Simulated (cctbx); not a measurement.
## Interatomic vectors of InBi3Te2Se4

Space group R3m (no. 160), a = 4.1560 Å, b = 4.1560 Å, c = 57.6830 Å, α = 90.00°, β = 90.00°, γ = 120.00°, content Bi9 Te6 In3 Se12.

Simulated single-crystal data (cctbx): Ga Kα, λ = 1.3414 Å, to d = 0.83 Å, 80 % of the full sphere, strongest reflection 70000 counts, noise from counting, a 6 % proportional error and a noise floor of 15 counts (s.d.); no absorption.

Patterson synthesis from sharpened amplitudes, origin scaled to 1000:

```text
Patterson group R -3 m :H
      u       v       w   height  length (A)
  0.000   0.000   0.000   1000.0     0.00
  0.000   0.000   0.500    868.0    28.84
  0.000   0.000   0.302    561.0    17.44
  0.000   0.000   0.197    533.4    11.37
  0.000   0.000   0.400    454.0    23.09
  0.000   0.000   0.100    440.5     5.74
  0.076   0.153   0.019     60.9     1.20
  0.022   0.294   0.005     59.2     1.22
  0.000   0.282   0.500     55.2    28.87
  0.080   0.160   0.519     51.4    27.75
  0.001   0.501   0.197     49.5    11.58
  0.000   0.000   0.282     47.2    16.27
 -0.006   0.497   0.303     46.5    17.59
  0.061   0.122   0.980     45.8     1.22
```

**Question.** Which atom pairs make the peaks, and where is the heaviest atom?

A peak at u stands for all pairs with xi − xj = u, with weight Σ ZiZj against Σ Z² = 99300 at the origin. Peak heights follow these weights only roughly, since form factors, motion and series ripples differ, all vectors within 0.55 Å of a peak are counted as merged into it though the farther ones add only part of their weight, and F(000) is left out, which lowers the whole map:

| u | v | w | shortest length (Å) | height | 1000 ΣZiZj/ΣZ² | pairs in the cell |
| --- | --- | --- | --- | --- | --- | --- |
| 0.000 | 0.000 | 0.500 | 9.91 | 868 | 965 | 6 × Bi–Bi, 6 × Bi–In, 6 × Te–Te, 12 × Se–Se |
| 0.000 | 0.000 | 0.302 | 3.00 | 561 | 774 | 9 × Bi–Te, 9 × Bi–Se, 3 × Te–In, 3 × In–Se |
| 0.000 | 0.000 | 0.197 | 8.22 | 533 | 774 | 9 × Bi–Te, 9 × Bi–Se, 3 × Te–In, 3 × In–Se |
| 0.000 | 0.000 | 0.400 | 4.53 | 454 | 712 | 3 × Bi–Bi, 6 × Bi–Se, 9 × Te–Se, 3 × Bi–In, 3 × In–Se |
| 0.000 | 0.000 | 0.100 | 5.77 | 440 | 712 | 3 × Bi–Bi, 6 × Bi–Se, 9 × Te–Se, 3 × Bi–In, 3 × In–Se |
| 0.076 | 0.153 | 0.019 | 1.23 | 61 | 0 | none within 0.55 Å |
| 0.022 | 0.294 | 0.005 | 1.21 | 59 | 0 | none within 0.55 Å |
| 0.000 | 0.282 | 0.500 | 9.73 | 55 | 0 | none within 0.55 Å |
| 0.080 | 0.160 | 0.519 | 8.71 | 51 | 0 | none within 0.55 Å |
| 0.001 | 0.501 | 0.197 | 7.96 | 50 | 0 | none within 0.55 Å |

The table stops at ten peaks or at a height of 45, below which ripples compete. In the model behind the data Bi, the heaviest element, has 3 independent sites: (2/3, 1/3, 0.1349), (0, 0, 0.3008) and (2/3, 1/3, 0.0340), up to an allowed shift of origin; the Bi–Bi vectors are differences of these positions and their symmetry mates. The whole model:

| atom | mult. | x | y | z | Ueq (Å²) |
| --- | --- | --- | --- | --- | --- |
| Bi1 | 3 | 2/3 | 1/3 | 0.1349 | 0.0085 |
| Bi2 | 3 | 0 | 0 | 0.3008 | 0.0081 |
| Bi3 | 3 | 2/3 | 1/3 | 0.0340 | 0.0067 |
| Te1 | 3 | 1/3 | 2/3 | 0.1698 | 0.0118 |
| Te2 | 3 | 2/3 | 1/3 | 0.3331 | 0.0077 |
| In1 | 3 | 0 | 0 | 0.2003 | 0.0091 |
| Se1 | 3 | 1/3 | 2/3 | 0.0607 | 0.0091 |
| Se2 | 3 | 2/3 | 1/3 | 0.2222 | 0.0079 |
| Se3 | 3 | 0 | 0 | 0.1080 | 0.0124 |
| Se4 | 3 | 1/3 | 2/3 | 0.2733 | 0.0105 |

This is a model crystal, built by substitution and not relaxed, with assumed displacement parameters.

[Logs are printed without paths, hosts, clocks, repeated set-up lines and the standing remarks that a program may print on its own settings, such as how far it seeks lower states.]
